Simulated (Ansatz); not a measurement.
# Σ13 (111) twist boundary in Si (156 atoms): support functions against a reference, part 3 of 3

Wanted: errors and times of a linear-scaling basis for Σ13 (111) twist boundary in Si (156 atoms). A setting counts as converged where the r.m.s. difference of forces stays under 1 % of the r.m.s. force.

Ansatz 0.2.0; Kohn-Sham DFT, PBE, PAW (set soft_2), plane waves.

The cell: 156 Si. The host structure and its lattice constant were typed by rule, without a check against the phase diagram. Only the Γ point is sampled, in a cell whose shortest periodic width is 12 Å.

So far. Step 11 (Support functions medium, spacing 0.206 Å): Forces differ from the reference by 0.63 meV/Å r.m.s., 0.39 % of their size, within a tolerance of 1 %; the energy by -0.30 meV/atom. It took 3.5 min and 11 cycles; the reference's time can't be set against it, since the two runs asked for unlike analyses. The two runs also began from different starting densities, which bears on cycles and time.

### Step 13. What the reference run shows

The comparisons rest on this run, so its electronic structure is set out here.

Neighbours are counted within 2.68 Å (Si-Si).

Length of the force by element and coordination:

```csv
element,coordination,atoms,mean length of the force (eV/Å),spread,least,most
Si,all,156,0.232,0.155,0.0458,0.631
Si,3,12,0.631,0,0.631,0.631
Si,4,144,0.199,0.107,0.0458,0.492
```

The mean of these charges, 0.042 e, is only the charge that the projection spills.

Löwdin charges by element and coordination (they lack the spilled electrons, 0.042 e an atom on average):

```csv
element,coordination,atoms,mean charge (e),spread,least,most
Si,all,156,0.0424,0.0114,0.0198,0.0559
Si,3,12,0.0335,0,0.0335,0.0335
Si,4,144,0.0431,0.0115,0.0198,0.0559
```

By region:

```csv
region,atoms,mean length of the force (eV/Å)
lower grain,78,0.232
upper grain,78,0.232
```

Density of states as counts of states in windows of 0.5 eV (from the Fermi level), total and the larger projections:

```csv
from (eV),to (eV),total,Si p,lower grain,upper grain,Si s
-10,-9.5,39.1,12.0,19.5,19.5,27.0
-9.5,-9,18.1,5.9,9.0,9.0,12.1
-9,-8.5,20.6,7.1,10.3,10.3,13.4
-8.5,-8,12.0,5.0,6.0,6.0,6.9
-8,-7.5,21.3,9.6,10.6,10.6,11.6
-7.5,-7,27.0,15.7,13.4,13.4,11.1
-7,-6.5,24.6,13.4,12.2,12.2,11.0
-6.5,-6,14.6,7.6,7.2,7.2,6.9
-6,-5.5,23.1,12.7,11.5,11.5,10.3
-5.5,-5,15.0,9.8,7.4,7.4,5.0
-5,-4.5,23.0,17.7,11.4,11.4,5.1
-4.5,-4,37.3,32.7,18.5,18.5,4.3
-4,-3.5,51.0,47.1,25.3,25.3,3.5
-3.5,-3,43.3,38.7,21.4,21.4,4.2
-3,-2.5,45.1,43.0,22.3,22.3,1.7
-2.5,-2,54.6,51.7,26.9,26.9,2.2
-2,-1.5,28.7,27.1,14.1,14.1,1.1
-1.5,-1,32.3,30.7,15.8,15.8,1.0
-1,-0.5,14.5,13.6,7.0,7.0,0.4
-0.5,0,12.7,9.8,6.0,6.0,2.3
0,0.5,17.3,12.3,8.1,8.1,3.9
0.5,1,12.3,7.8,5.5,5.5,3.1
1,1.5,28.3,17.1,12.6,12.6,8.0
1.5,2,37.8,22.4,16.0,16.0,9.6
2,2.5,65.9,37.5,25.7,25.7,13.9
2.5,3,64.4,41.1,25.4,25.4,9.7
```

The curve was stored every 0.10 eV, coarse against its broadening of 0.08 eV, so these counts are rough.

Between -13 and -10 eV lie 66 more states.

The levels nearest the highest filled one (over half full), pooled over k-points and spins:

```csv
level less the highest filled one (eV),occupation
-0.243,2
-0.0078,1.98
-0.0078,1.98
-0.0015,1.97
-0.0015,1.97
0,1.97
0.181,0.085
0.209,0.028
0.209,0.028
0.345,0
0.358,0
0.358,0
```

Planar average of the electrostatic potential energy along the normal, with the Fermi level as zero, after a running mean with a triangular window 4 Å wide at its base:

```csv
height (Å),potential energy (eV)
0.0,-4.86
0.6,-5.23
1.0,-5.99
1.6,-6.40
2.1,-5.83
2.7,-4.46
3.1,-3.87
3.7,-4.47
4.2,-5.51
4.8,-6.28
5.2,-5.86
5.8,-4.52
6.4,-3.86
6.8,-4.40
7.4,-5.78
7.9,-6.39
8.5,-6.03
8.9,-5.27
9.5,-4.85
10.0,-5.35
10.5,-6.28
11.0,-6.36
11.6,-5.33
12.0,-4.31
12.6,-3.91
13.2,-4.98
13.7,-5.95
14.3,-6.18
14.7,-5.40
15.3,-4.10
15.7,-3.89
16.3,-4.91
16.8,-5.93
17.4,-6.40
17.8,-5.91
18.4,-4.98
```

Valence density in the ca plane at fractional y = 0.113, with atoms of Si within 0.2 Å of it. It is the smooth field of the valence electrons, not physical close to the nuclei.

Ten even steps from '0' (0.03 e/Å³) to '9' (0.55 e/Å³), each cell a mean:
```
00000000036646776345310135326986245300000000
00000000025315997225310137866555565200001110
11111100024655555687421359963111222100013442
54455310012332112588655655752000000000135446
98667520001110001365578952552000000000135337
66556420000110001477666567852000121100136666
12344310012332112589632124542112465321235532
00122210125775323465310012221113699532345421
00123321136985322454210123321001355422357742
33456421113432111366533345531000122111248974
77657520000110001365577765752000010000136657
88424520000000001352278766752000111000147767
35688520001110001255543233321001354322369853
12489743234431000123210000000002553577656631
01366467764552000000000000000002531699722531
01365368863452000000000011100013686555555521
01367644456652000011100135532235775211123210
01233211124542112355321258764455663100001100
01121100014543234798521246654456884200011100
01122100136764334676311123321135896322244321
11344432469963111232100012110012565433479742
12576654567741000011000122210001354322368742
12577543457641000111000135542123564210123321
01233211247864223443200137756666565200000000
```
Columns run along c (18.6 Å), rows up along a (13.8 Å). Atoms in or near the plane, at fractional coordinates: Si at (0.27, 0.94), Si at (0.40, 0.94), Si at (0.45, 0.53), Si at (0.07, 0.53), Si at (0.77, 0.40), Si at (0.90, 0.40), Si at (0.95, 0.82), Si at (0.57, 0.82).

Electrostatic potential energy in the ca plane at fractional y = 0.113, with atoms of Si within 0.2 Å of it. With pseudopotentials it is smooth inside the atoms' cores, unlike the true potential.

Ten even steps from '0' (-44 eV) to '9' (10 eV), each cell a mean:
```
99999999996213784115899985002772005999999999
99999999985001772003899997436886347999999999
99999999998546887447999987789999999999998778
88778999999999999987789721379999999999985115
87314899999999999961158600179999999999983003
87425899999999999963368864689999999999997557
99888999999989999887889999999999988999998899
99999999999878998778999999999999887899877899
99999999998888999888999999999999988899988899
99888999999999999988899876799999999999998668
87314899999999999862258720389999999999985115
86001699999999999830038853589999999999997437
98535899999999999974469988999999987899888889
99987789987899999999999999999999621378411589
99861148841269999999999999999998500177200389
99850038720059999999999999999999854688634799
99986679975689999999999998789998888999999999
99999999999889999999999984368974479999999999
99999999998878998788999985468985478999999999
99999999998878998788999998889998888999988999
99877899877889999999999999999999877899877899
99742589743689999999999999999999988899988889
99865789865799999999999999889999889999999999
99998999998888998789999997326885237999999999
```
Columns run along c (18.6 Å; values clipped at the 3rd and 97th percentile), rows up along a (13.8 Å). Atoms in or near the plane, at fractional coordinates: Si at (0.27, 0.94), Si at (0.40, 0.94), Si at (0.45, 0.53), Si at (0.07, 0.53), Si at (0.77, 0.40), Si at (0.90, 0.40), Si at (0.95, 0.82), Si at (0.57, 0.82).

Forces differ by site in this geometry: Si atoms with 3 neighbours bear 0.63 eV/Å on average, against 0.20 eV/Å for those with 4. Löwdin charges run from +0.02 to +0.06 e, about a mean that is the spilled charge alone. Within 0.4 eV of the Fermi level the largest share is Si p (79 % of the projected weight).

### Step 14. Structure statistics

These statistics describe the geometry on which the runs were made.

Density 2.36 g/cm³, 19.76 Å³ an atom.

Pair distribution function in bins of 0.2 Å:

```csv
r (Å),total
2.30,4.64
2.50,0.90
2.70,0.16
2.90,0.14
3.10,0.06
3.30,0.11
3.50,0.20
3.70,2.07
3.90,3.51
4.10,0.72
4.30,0.67
4.50,2.51
4.70,0.94
4.90,0.13
5.10,0.32
5.30,0.77
5.50,0.56
5.70,0.46
5.90,1.84
6.10,0.70
6.30,0.64
6.50,0.89
6.70,2.27
6.90,1.08
7.10,1.25
7.30,0.55
7.50,0.63
7.70,1.17
```

Bonds by pair of elements; cutoffs follow the first minimum of g(r), held within bounds set by covalent radii, and pairs that aren't listed don't count as bonded:

```csv
pair A-B,cutoff (Å),bonds,mean length (Å),spread (Å),shortest (Å),B about A,A about B
Si-Si,2.68,306,2.36,0.046,2.31,3.92,3.92
```

How many atoms have how many bonded neighbours:

```csv
element,mean,3,4
Si,3.92,12,144
```

Rings of the network by King's shortest-path rule, up to 12 atoms, one path for each pair of neighbours; H, halogens, alkali and alkaline-earth atoms are left out, and the last column divides by all other atoms, bonded or not:

```csv
ring size (atoms),rings,per network atom
6,268,1.72
8,23,0.147
```

Counting bonds as in the table, 92 % of Si atoms have 4 bonded neighbours. Rings of 6 atoms are the most common (92 % of those counted); sizes run from 6 to 8.

A closer look about Si34, which has 3 bonded neighbours where the commonest count for Si is 4: 15 atoms, nearest first, numbered in the order of the input, with positions taken from that point.

```csv
atom,x,y,z,distance (Å),bonds,Löwdin charge (e),Fx,Fy,Fz (eV/Å)
Si34,0.00,0.00,0.00,0.00,3,0.03,-0.458,-0.434,0.020
Si29,0.49,2.09,0.93,2.33,4,0.06,0.054,-0.125,0.021
Si37,1.44,-1.62,0.88,2.34,4,0.06,-0.043,0.134,0.139
Si55,-2.29,-0.65,0.51,2.43,4,0.05,0.099,-0.400,-0.270
Si118,-0.18,0.56,-2.69,2.76,4,0.05,0.297,-0.286,0.270
Si91,2.13,-0.14,-2.10,2.99,4,0.03,-0.147,0.099,-0.190
Si109,-1.89,-1.09,-2.18,3.08,3,0.03,0.605,0.180,-0.020
Si14,3.43,-0.89,-0.08,3.55,4,0.03,0.159,-0.078,0.190
Si85,-0.77,2.83,-2.14,3.64,4,0.05,0.034,-0.027,-0.015
Si24,-1.15,3.49,0.12,3.68,4,0.02,-0.127,0.031,-0.142
Si56,-2.27,-0.67,2.97,3.79,4,0.02,-0.089,0.108,0.138
Si8,2.58,2.83,0.12,3.83,4,0.02,0.037,-0.126,-0.142
Si36,0.91,-3.76,0.08,3.87,4,0.04,0.000,0.000,0.121
Si38,1.46,-1.58,3.22,3.87,4,0.04,-0.061,-0.033,0.123
Si30,0.42,2.06,3.27,3.89,4,0.05,0.181,-0.110,0.136
```

The column of bonds counts only the pairs Si-Si within 2.68 Å; other neighbours, such as metal atoms beside each other in a compound, aren't counted, and periodic images can show an atom twice.

### Step 15. What came out

- free energy per atom: -635.6701 eV/atom
- density: 2.36 g/cm³
- pressure: 1.107 GPa
- r.m.s. force component: 0.1611 eV/Å
- spacing of highest filled and lowest empty level: 0.1806 eV
- wall time of the 10 DFT runs: 26 min

In words: Against plane waves at 420 eV, the forces differ by 0.65 meV/Å (0.40 %) with support functions medium. At 156 atoms the fastest of the runs at a preset level, support functions low, takes roughly 1.2 times the time of plane waves (whose run also made extra analyses, so the like-for-like ratio is larger), in 9 SCF cycles against 7. Differences between support functions and plane waves include what basis error the plane-wave run still has. As the typed spacing goes from 0.206 to 0.386 Å, the force difference goes from 0.63 to 4.0 meV/Å, and the time from 3.5 min to 86 s.

Filled and empty levels are parted by 0.181 eV at Γ alone; the mesh holds the band edges only if they fold onto it, so the gap at this level can be narrower or closed, while semilocal functionals tend to narrow gaps against experiment. 1 level is partly filled, by over 2 %, under the smearing. Forces differ by site in this geometry: Si atoms with 3 neighbours bear 0.63 eV/Å on average, against 0.20 eV/Å for those with 4. Counting bonds as in the table, 92 % of Si atoms have 4 bonded neighbours.

What to keep in mind: The geometry was minimised with a classical potential after classical dynamics and isn't relaxed at this level: its force components are 0.16 eV/Å r.m.s. The stress is far from hydrostatic: its diagonal is 0.1, 0.1, 3.1 GPa, compression counted positive.

[Logs are printed without paths, hosts, clocks, repeated set-up lines and the standing remarks that a program may print on its own settings, such as how far it seeks lower states.]

[Hosts, paths, dates, database ids (printed as entryN), source tags and the programs' standing remarks are cut or masked in the printed files.]
